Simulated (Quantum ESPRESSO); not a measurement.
# Near-edge structure at the S K edge of YS (Fm-3m), part 2 of 3

What does one-electron theory with a core hole give for the S K edge of YS (Fm-3m)?

Quantum ESPRESSO 7.5; X-ray absorption near-edge structure, plane-wave PAW LDA, one-electron final states by a Lanczos continued fraction.

So far. Step 2 (The field without a hole): The mesh shows no gap, so the system is treated as a metal and the core electron is put at the Fermi level (neutral cell). Step 3 (Spectrum without a core hole, S atom 2): Main maxima below 24 eV (height): 3.2 eV (1.37), 5.9 eV (1.37), 7.2 eV (2.09), 12.0 eV (1.10), 16.2 eV (0.99) and 22.3 eV (1.03).

### 6. The atom with a core hole

Level of this step: all-electron atom with a core hole and its PAW potential, LDA, scalar-relativistic (Quantum ESPRESSO).

The frozen core must hold the hole, so the absorber gets a data set of its own.

File S.lda-nl-kjpaw-1sch.ld1.in:

```
&input
   title='S', zed=16., rel=1, iswitch=3, dft='PZ',
   config='1s1 2s2 2p6 3s2 3p5 3d-1'
/
&inputp
   file_pseudopw='S.lda-nl-kjpaw-1sch.UPF', author='',
   lpaw=.true.,
   pseudotype=3,
   lloc=2,
   which_augfun='PSQ',
   rmatch_augfun_nc=.true.,
   nlcc=.true.,
   new_core_ps=.true.,
   rcore=1.5,
   tm=.true.,
   zval=7,
   lgipaw_reconstruction=.true., use_paw_as_gipaw=.true.
/
5
3S  1  0  2.00  0.00  1.50  1.70  0.0
3S  1  0  0.00  6.00  1.50  1.70  0.0
3P  2  1  5.00  0.00  1.50  1.70  0.0
3P  2  1  0.00  3.00  1.50  1.70  0.0
3D  3  2  0.00  1.50  1.60  1.60  0.0
```

Command:

```
> ld1.x < S.lda-nl-kjpaw-1sch.ld1.in > S.lda-nl-kjpaw-1sch.ld1.out
```

What it wrote:

```text
     [... banner and references ...]
PAW data will be used for GIPAW calculation
     --------------------------- All-electron run ----------------------------

     S
     scalar relativistic calculation

     atomic number is 16.00
     dft =PZ   lsd =0 sic =0 latt =0  beta=0.20 tr2=1.0E-14
     Exchange-correlation= PZ
                           (   1   1   0   0   0   0   0)
     mesh =1151 r(mesh) =  99.72449 a.u. xmin = -7.00 dx = 0.01250
     1 Ry =  13.60569312 eV, c = 137.03599908

     n l     nl                  e(Ry)          e(Ha)          e(eV)
     1 0     1S 1( 1.00)      -188.2481       -94.1240     -2561.2453
     2 0     2S 1( 2.00)       -17.7543        -8.8771      -241.5591
     2 1     2P 1( 6.00)       -14.1126        -7.0563      -192.0117
[...]
final scf error:  5.9E-15 reached in  31 iterations

     Etot =    -614.015646 Ry,    -307.007823 Ha,   -8354.108453 eV

     Ekin =     615.127413 Ry,     307.563707 Ha,    8369.234816 eV
     Encl =   -1500.848416 Ry,    -750.424208 Ha,  -20420.082973 eV
     Eh   =     312.508739 Ry,     156.254369 Ha,    4251.897998 eV
     Exc  =     -40.803382 Ry,     -20.401691 Ha,    -555.158293 eV

     normalization and overlap integrals

     s(1S/1S) =  1.000000  <r> =   0.0954  <r2> =    0.0122  r(max) =   0.0625
     s(1S/2S) = -0.001135
     s(1S/3S) = -0.000363
     s(2S/2S) =  1.000000  <r> =   0.4577  <r2> =    0.2488  r(max) =   0.3734
     s(2S/3S) = -0.000195
     s(2P/2P) =  1.000000  <r> =   0.4094  <r2> =    0.2087  r(max) =   0.3019
     s(2P/3P) = -0.000144
     s(3S/3S) =  1.000000  <r> =   1.5705  <r2> =    2.8774  r(max) =   1.3033
     s(3P/3P) =  1.000000  <r> =   1.8394  <r2> =    4.0846  r(max) =   1.4225

[...]
final scf error:  5.9E-15 reached in  31 iterations

     Etot =    -614.015646 Ry,    -307.007823 Ha,   -8354.108453 eV

     Ekin =     615.127413 Ry,     307.563707 Ha,    8369.234816 eV
     Encl =   -1500.848416 Ry,    -750.424208 Ha,  -20420.082973 eV
     Eh   =     312.508739 Ry,     156.254369 Ha,    4251.897998 eV
     Exc  =     -40.803382 Ry,     -20.401691 Ha,    -555.158293 eV

     normalization and overlap integrals

     s(1S/1S) =  1.000000  <r> =   0.0954  <r2> =    0.0122  r(max) =   0.0625
     s(1S/2S) = -0.001135
     s(1S/3S) = -0.000363
     s(2S/2S) =  1.000000  <r> =   0.4577  <r2> =    0.2488  r(max) =   0.3734
     s(2S/3S) = -0.000195
     s(2P/2P) =  1.000000  <r> =   0.4094  <r2> =    0.2087  r(max) =   0.3019
     s(2P/3P) = -0.000144
     s(3S/3S) =  1.000000  <r> =   1.5705  <r2> =    2.8774  r(max) =   1.3033
     s(3P/3P) =  1.000000  <r> =   1.8394  <r2> =    4.0846  r(max) =   1.4225

     ------------------------ End of All-electron run ------------------------

     ---------------------- Testing the pseudopotential ----------------------

     S
     scalar relativistic calculation

     atomic number is 16.00   valence charge is  7.00
     dft = SLA  PZ   NOGX NOGC   lsd =0 sic =0 latt =0  beta=0.20 tr2=1.0E-14
     mesh =1151 r(mesh) =  99.72449 xmin = -7.00 dx = 0.01250

     n l     nl             e AE (Ry)        e PS (Ry)    De AE-PS (Ry)
     1 0     3S   1( 2.00)       -1.45077       -1.45078        0.00000
     2 1     3P   1( 5.00)       -0.64806       -0.64807        0.00000

     eps = 1.5E-17  iter =  4

     Etot =    -614.015646 Ry,    -307.007823 Ha,   -8354.108453 eV
     Etotps =   -63.747696 Ry,     -31.873848 Ha,    -867.331583 eV

     Ekin =      38.094790 Ry,      19.047395 Ha,     518.306018 eV
     Encl =     -86.334792 Ry,     -43.167396 Ha,   -1174.644681 eV
     Ehrt =      25.295685 Ry,      12.647842 Ha,     344.165322 eV
     Ecxc =     -40.803378 Ry,     -20.401689 Ha,    -555.158243 eV
     (Ecc =      -0.176558 Ry,      -0.088279 Ha,      -2.402190 eV)

     ---------------------- End of pseudopotential test ----------------------
```

The job ended after 0.85 s (1 MPI rank of Intel Xeon Platinum 8488C (Sapphire Rapids), shared host; peak memory 0.12 GiB).

Removing the core electron and adding it to the valence shell costs the free atom 2471.4 eV.

### 7. Supercell with XCH, S atom 2

The holes are 5.5 Å apart. The excited electron is kept in the cell, where it fills the lowest empty states and screens the hole.

File scf.in:

```
&control
   calculation='scf', prefix='x', pseudo_dir='../pp', outdir='tmp', tprnfor=.true.
/
&system
   ibrav=0, nat=8, ntyp=3, nbnd=43
   ecutwfc=44, ecutrho=290
   occupations='smearing', smearing='mv', degauss=0.015
/
&electrons
   conv_thr=8.0e-08, electron_maxstep=120
   mixing_beta=0.5
/
ATOMIC_SPECIES
Y 1.0 Y.lda-spn-kjpaw.UPF
S0 1.0 S.lda-nl-kjpaw-1sch.UPF
S 1.0 S.lda-nl-kjpaw.UPF
CELL_PARAMETERS angstrom
  0.00000000 0.00000000 5.48730000
  5.48730000 0.00000000 0.00000000
  0.00000000 5.48730000 0.00000000
ATOMIC_POSITIONS crystal
Y    0.50000000 0.50000000 0.50000000
Y    0.50000000 0.00000000 0.00000000
Y    0.00000000 0.00000000 0.50000000
Y    0.00000000 0.50000000 0.00000000
S0   0.00000000 0.00000000 0.00000000
S    0.00000000 0.50000000 0.50000000
S    0.50000000 0.50000000 0.00000000
S    0.50000000 0.00000000 0.50000000
K_POINTS automatic
5 5 5 0 0 0
```

Command:

```
> OMP_NUM_THREADS=1 mpirun --oversubscribe --bind-to none -np 4 pw.x -nk 4 -in scf.in > scf.out
```

What it wrote:

```text
     [... banner and references ...]
[banner, memory and clock lines left out]
using ibrav=0 with symmetry is DISCOURAGED, use correct ibrav instead

     G-vector sticks info

     bravais-lattice index     =            0
     lattice parameter (alat)  =      10.3695  a.u.
     unit-cell volume          =    1114.9945 (a.u.)^3
     number of atoms/cell      =            8
     number of atomic types    =            3
     number of electrons       =        69.00
     number of Kohn-Sham states=           43
     kinetic-energy cutoff     =      44.0000  Ry
     charge density cutoff     =     290.0000  Ry
     scf convergence threshold =      8.0E-08
     mixing beta               =       0.5000
     number of iterations used =            8  plain     mixing
     Exchange-correlation= SLA  PZ   NOGX NOGC
                           (   1   1   0   0   0   0   0)

     celldm(1)=  10.369494  celldm(2)=   0.000000  celldm(3)=   0.000000
     celldm(4)=   0.000000  celldm(5)=   0.000000  celldm(6)=   0.000000

     crystal axes: (cart. coord. in units of alat)
               a(1) = (   0.000000   0.000000   1.000000 )
               a(2) = (   1.000000   0.000000   0.000000 )
               a(3) = (   0.000000   1.000000   0.000000 )

     reciprocal axes: (cart. coord. in units 2 pi/alat)
               b(1) = (  0.000000  0.000000  1.000000 )
               b(2) = (  1.000000  0.000000  0.000000 )
               b(3) = (  0.000000  1.000000  0.000000 )

     ../pp/Y.lda-spn-kjpaw.UPF
     Pseudo is Projector augmented-wave + core cor, Zval = 11.0
     Shape of augmentation charge: PSQ
     Using radial grid of 1223 points,  6 beta functions with:
[...]
iteration #  9     ecut=    44.00 Ry     beta= 0.50
     Davidson diagonalization with overlap
     ethr =  7.59E-10,  avg # of iterations =  4.1

     End of self-consistent calculation

          k = 0.0000 0.0000 0.0000 (  5449 PWs)   bands (ev):

   -30.8217 -30.7898 -30.7898 -30.6005 -11.1514 -11.1514 -11.1514 -10.9105
   -10.9105 -10.9105 -10.8985 -10.8985 -10.8985 -10.6961 -10.6961 -10.6961
    -5.9603  -2.3478  -1.8809  -1.8809   5.0060   5.0060   5.0060   7.5004
     7.5004   7.5004   8.4392   8.4392   8.4392   8.9575   8.9575   8.9575
    10.0031  10.0031  10.0031  12.1704  12.1704  12.1704  12.9619  12.9619
    13.0157  14.2061  14.2062

     [... bands of 9 further k-points ...]

     the Fermi energy is    12.5274 ev

!    total energy              =   -1356.13515371 Ry
     total all-electron energy =    -30055.949974 Ry
     estimated scf accuracy    <       0.00000005 Ry
     smearing contrib. (-TS)   =      -0.00178386 Ry
     internal energy E=F+TS    =   -1356.13336986 Ry

     The total energy is F=E-TS. E is the sum of the following terms:
     one-electron contribution =     -36.64688561 Ry
     hartree contribution      =      54.38540676 Ry
     xc contribution           =     -93.44407448 Ry
     ewald contribution        =    -341.04866214 Ry
     one-center paw contrib.   =    -939.37915439 Ry

     convergence has been achieved in   9 iterations

     Forces acting on atoms (cartesian axes, Ry/au):

     atom    1 type  1   force =     0.00000000    0.00000000    0.00000000
     atom    2 type  1   force =     0.00000000    0.00000000    0.00000000
     atom    3 type  1   force =     0.00000000    0.00000000    0.00000000
[...]
atom    7 type  3   force =     0.00000000    0.00000000    0.00000000
     atom    8 type  3   force =     0.00000000    0.00000000    0.00000000

     Total force =     0.000000     Total SCF correction =     0.000000

     XML data file, charge density, pseudopotentials, collected wavefunctions
```

Elapsed: 14 s, on 4 MPI ranks; peak memory 0.2 GiB; 55 s of CPU time.

Energy with the hole: -408932.032 eV, cores included.

### 8. Spectrum with XCH, S atom 2

The Lanczos recursion gives the spectrum without computing empty bands; each polarisation needs a run of its own on the full k mesh. xe0 is set between filled and empty states, and states below it are cut, here at the Fermi level, which holds the excited electron. The file of filecore holds the core orbital, taken from the hole-free data set.

File xspectra.in:

```
&input_xspectra
   calculation='xanes_dipole', edge='K'
   prefix='x', outdir='tmp', xiabs=2, xe0=12.5274
   xonly_plot=.false., x_save_file='xanes.sav'
   xniter=3000, xcheck_conv=20, xerror=0.005
   xcoordcrys=.false., xepsilon(1)=1, xepsilon(2)=0, xepsilon(3)=0
/
&plot
   xnepoint=413, xemin=-10, xemax=45, terminator=.true., cut_occ_states=.true.
   xgamma=0.4
/
&pseudos
   filecore='../S.wfc'
/
&cut_occ
   cut_desmooth=0.1, cut_stepl=0.05, cut_stepu=0.05, cut_ierror=1e-5
/
6 6 6 0 0 0
```

Command:

```
> OMP_NUM_THREADS=1 mpirun --oversubscribe --bind-to none -np 4 xspectra.x -nk 4 -in xspectra.in > xspectra.out
```

What it wrote:

```text
     [... banner and references ...]
Reading input_file

     calculation: xanes_dipole

     xepsilon  [cartesian coordinates]:   1.000000   0.000000   0.000000

     xonly_plot: FALSE
        => complete calculation: Lanczos + spectrum plot

     filecore (core-wavefunction file): ../S.wfc

     main plot parameters:
        cut_occ_states: TRUE
        gamma_mode:  constant
        -> using xgamma [eV]:  0.40
        xemin [eV]: -10.00
        xemax [eV]:  45.00
        xnepoint:  413
        xe0 [eV]:  12.527400 (energy zero read in input file)

     WARNING: variable ef_r is obsolete

                      Reading SCF save directory: x.save

     tmp/x.save/

     Exchange-correlation= PZ
                           (   1   1   0   0   0   0   0)

     G-vector sticks info

                           Getting the Fermi energy

     From SCF save directory:
        ehomo [eV]:   12.7342 (highest occupied level)
        elumo [eV]:   12.8953 (lowest occupied level)
        ef    [eV]:   12.7342

     -> ef (in eV) will be written in x_save_file

                           Energy zero of the spectrum

     -> ef will NOT be used as energy zero of the spectrum
       (because xe0 read in input file)

     G-vector sticks info

     bravais-lattice index     =            0
     lattice parameter (alat)  =      10.3695  a.u.
     unit-cell volume          =    1114.9945 (a.u.)^3
     number of atoms/cell      =            8
     number of atomic types    =            3
     number of electrons       =        69.00
     number of Kohn-Sham states=           43
     kinetic-energy cutoff     =      44.0000  Ry
     charge density cutoff     =     290.0000  Ry
     Exchange-correlation= PZ
                           (   1   1   0   0   0   0   0)

     celldm(1)=  10.369494  celldm(2)=   0.000000  celldm(3)=   0.000000
     celldm(4)=   0.000000  celldm(5)=   0.000000  celldm(6)=   0.000000

     crystal axes: (cart. coord. in units of alat)
               a(1) = (   0.000000   0.000000   1.000000 )
               a(2) = (   1.000000   0.000000   0.000000 )
               a(3) = (   0.000000   1.000000   0.000000 )

     reciprocal axes: (cart. coord. in units 2 pi/alat)
               b(1) = (  0.000000  0.000000  1.000000 )
               b(2) = (  1.000000  0.000000  0.000000 )
               b(3) = (  0.000000  1.000000  0.000000 )

     ../pp/Y.lda-spn-kjpaw.UPF
     Pseudo is Projector augmented-wave + core cor, Zval = 11.0
     Shape of augmentation charge: PSQ
     Using radial grid of 1223 points,  6 beta functions with:
                l(1) =   0
                l(2) =   0
                l(3) =   1
                l(4) =   1
                l(5) =   2
[...]
Q(r) pseudized with 0 coefficients

     ../pp/S.lda-nl-kjpaw-1sch.UPF
     Pseudo is Projector augmented-wave + core cor, Zval =  7.0
     Shape of augmentation charge: PSQ
     Using radial grid of 1151 points,  4 beta functions with:
[...]
Q(r) pseudized with 0 coefficients

     ../pp/S.lda-nl-kjpaw.UPF
     Pseudo is Projector augmented-wave + core cor, Zval =  6.0
     Shape of augmentation charge: PSQ
     Using radial grid of 1151 points,  4 beta functions with:
[...]
l(2) =   0
                l(3) =   1
                l(4) =   1
     Q(r) pseudized with 0 coefficients

     atomic species   valence    mass     pseudopotential
     Y                11.00     1.00000     Y ( 1.00)
     S0                7.00     1.00000     S ( 1.00)
     S                 6.00     1.00000     S ( 1.00)

     48 Sym. Ops., with inversion, found

   Cartesian axes

     site n.     atom                  positions (alat units)
         1        Y      tau(   1) = (   0.5000000   0.5000000   0.5000000  )
         2        Y      tau(   2) = (   0.0000000   0.0000000   0.5000000  )
         3        Y      tau(   3) = (   0.0000000   0.5000000   0.0000000  )
         4        Y      tau(   4) = (   0.5000000   0.0000000   0.0000000  )
         5        S0     tau(   5) = (   0.0000000   0.0000000   0.0000000  )
         6        S      tau(   6) = (   0.5000000   0.5000000   0.0000000  )
         7        S      tau(   7) = (   0.5000000   0.0000000   0.5000000  )
         8        S      tau(   8) = (   0.0000000   0.5000000   0.5000000  )

     number of k points=   216  Marzari-Vanderbilt smearing, width (Ry)=  0.0150

     Number of k-points >= 100: set verbosity='high' to print them.

     Dense  grid:    92973 G-vectors     FFT dimensions: (  60,  60,  60)

     Smooth grid:    43819 G-vectors     FFT dimensions: (  45,  45,  45)

     The potential is recalculated from file :
     tmp/x.save/charge-density

     Starting wfcs are   68 atomic wfcs
     Checking if some PAW data can be deallocated...

               Reading core wavefunction file for the absorbing atom

     ../S.wfc successfully read

                              Attributing the PAW radii
                     for the absorbing atom [units: Bohr radius]

        PAW proj 1: r_paw(l= 0)= 2.55  (1.5*r_cut)
        PAW proj 2: r_paw(l= 0)= 2.55  (1.5*r_cut)
        PAW proj 3: r_paw(l= 1)= 2.55  (1.5*r_cut)
        PAW proj 4: r_paw(l= 1)= 2.55  (1.5*r_cut)

        NB: The calculation will not necessary use all these r_paw values.
            - For a edge in the electric-dipole approximation,
              only the r_paw(l=1) values are used.
            - For a K edge in the electric-quadrupole approximation,
              only the r_paw(l=2) values are used.

            - For a L2 or L3 edge in the electric-quadrupole approximation,

              all projectors (s, p and d) are used.

                          Starting XANES calculation
                     in the electric dipole approximation

     Method of calculation based on the Lanczos recursion algorithm
        - STEP 1: Construction of a kpoint-dependent Lanczos basis,
          in which the Hamiltonian is tridiagonal (each 'iter'
          corresponds to the calculation of one more Lanczos vector)
        - STEP 2: Calculation of the cross-section as a continued fraction
          averaged over the k-points.

     ... Begin STEP 1 ...

        Radial transition matrix element(s) used in the calculation of the
        initial vector of the Lanczos basis (|tilde{phi}_abs> normalized)
        | For PAW proj. (l=1) #1: radial matrix element =   0.020214495
        | For PAW proj. (l=1) #2: radial matrix element =   0.028470800

NB: the    54 k-point are not all listed below because npool=  4
        |-------------------------------------------------------------
        ! k-point #     1:  ( 0.0000,  0.0000,  0.0000),  0.0093,   1
        |-------------------------------------------------------------
 okvan= T
        |   Norm of the initial Lanczos vector: 0.19022282E-01
        |   Estimated error at iter     20:   1.00596409
        |   Estimated error at iter     40:   0.46352641
        |   Estimated error at iter     60:   0.30339362
        |   Estimated error at iter     80:   0.07842507
        |   Estimated error at iter    100:   0.02409688
[...]
!   => CONVERGED at iter    140 with error=  0.00006021
        |-------------------------------------------------------------
        ! k-point #     2:  ( 0.0000,  0.1667,  0.0000),  0.0093,   1
        |-------------------------------------------------------------
 okvan= T
        |   Norm of the initial Lanczos vector: 0.19025070E-01
[...]
!   => CONVERGED at iter    280 with error=  0.00182192
        |-------------------------------------------------------------
     [... 51 further k-points ...]
        ! k-point #    54:  ( 0.3333,  0.8333,  0.1667),  0.0093,   1
        |-------------------------------------------------------------
 okvan= T
        |   Norm of the initial Lanczos vector: 0.19025166E-01
[...]
|   Estimated error at iter    380:   0.01253444
        |   Estimated error at iter    400:   0.00697992
        |   Estimated error at iter    420:   0.00929168
        !   => CONVERGED at iter    440 with error=  0.00382918

     Results of STEP 1 successfully written in x_save_file
     x_save_file name:
     ->  xanes.sav
     x_save_file version:  2

     ... End STEP 1 ...

     ... Begin STEP 2 ...

     The spectrum is calculated using the following parameters:
        xe0 [eV]:   12.5274
        the occupied states are elimintate from the spectrum
        xemin [eV]: -10.00
        xemax [eV]:  45.00
        xnepoint:  413
        constant broadening parameter [eV]:    0.400
        Core level energy [eV]:  -2472.
         (from electron binding energy of neutral atoms in X-ray data booklet)

     Cross-section successfully written in xanes.dat

     ... End STEP 2 ...

                                END JOB XSpectra
```

Elapsed: 68 s, on 4 MPI ranks; peak memory 0.15 GiB.

The S K spectrum, S atom 2, excited-electron core hole (neutral cell) (energy from the energy zero of the input (xe0, at the border of filled and empty states); intensity scaled to a mean of 1 over the first 20 eV; the points at xe0, where the cut of filled states can leave a spike, are interpolated):

```csv
E (eV),intensity
-2.0,0.07
-1.0,0.12
0.0,0.40
1.0,0.81
2.0,1.60
3.0,1.68
4.0,1.00
5.0,1.58
6.0,1.18
7.0,1.41
8.0,1.21
9.0,0.88
10.0,0.52
11.0,0.81
12.0,0.78
13.0,0.90
14.0,0.75
15.0,0.63
16.0,0.88
17.0,0.98
18.0,0.80
19.0,0.74
20.0,0.92
21.0,1.11
22.0,1.04
23.0,0.74
24.0,1.05
25.0,1.50
26.0,1.44
27.0,1.57
28.0,0.98
29.0,0.69
30.0,0.56
31.0,0.74
32.0,0.94
```

Main maxima below 24 eV (height): 2.1 eV (1.62), 3.2 eV (1.76), 4.8 eV (1.64), 6.7 eV (1.56), 8.2 eV (1.24) and 20.8 eV (1.12). 

The total-energy difference is 2475.51 eV. One term is added: -16.82 eV, since the hole is spin-paired here and a spin-polarised one costs that much less in the free atom (computed apart). The photon energy is then 2458.69 eV. The functional leaves an error in such absolute values: in the free atom LDA prices this hole 9.1 eV below PBE (computed apart), and PBE is itself good to a few eV.

[end of part 2 of 3]

[Banner, clock and machine lines of the logs are left out without a mark of their own.]

[Logs are printed without paths, hosts, clocks, repeated set-up lines and the standing remarks that a program may print on its own settings, such as how far it seeks lower states.]

[Hosts, paths, dates, database ids (printed as entryN), source tags and the programs' standing remarks are cut or masked in the printed files.]

[Lists of maxima count a maximum above −3 eV only where it reaches 4 % of the highest in the window and stands out from its surroundings by 2 % of it (1.5 % where it reaches 55 %); shoulders and weaker maxima are passed over, and of the rest the first, up to two pre-edge ones and the few strongest are named.]
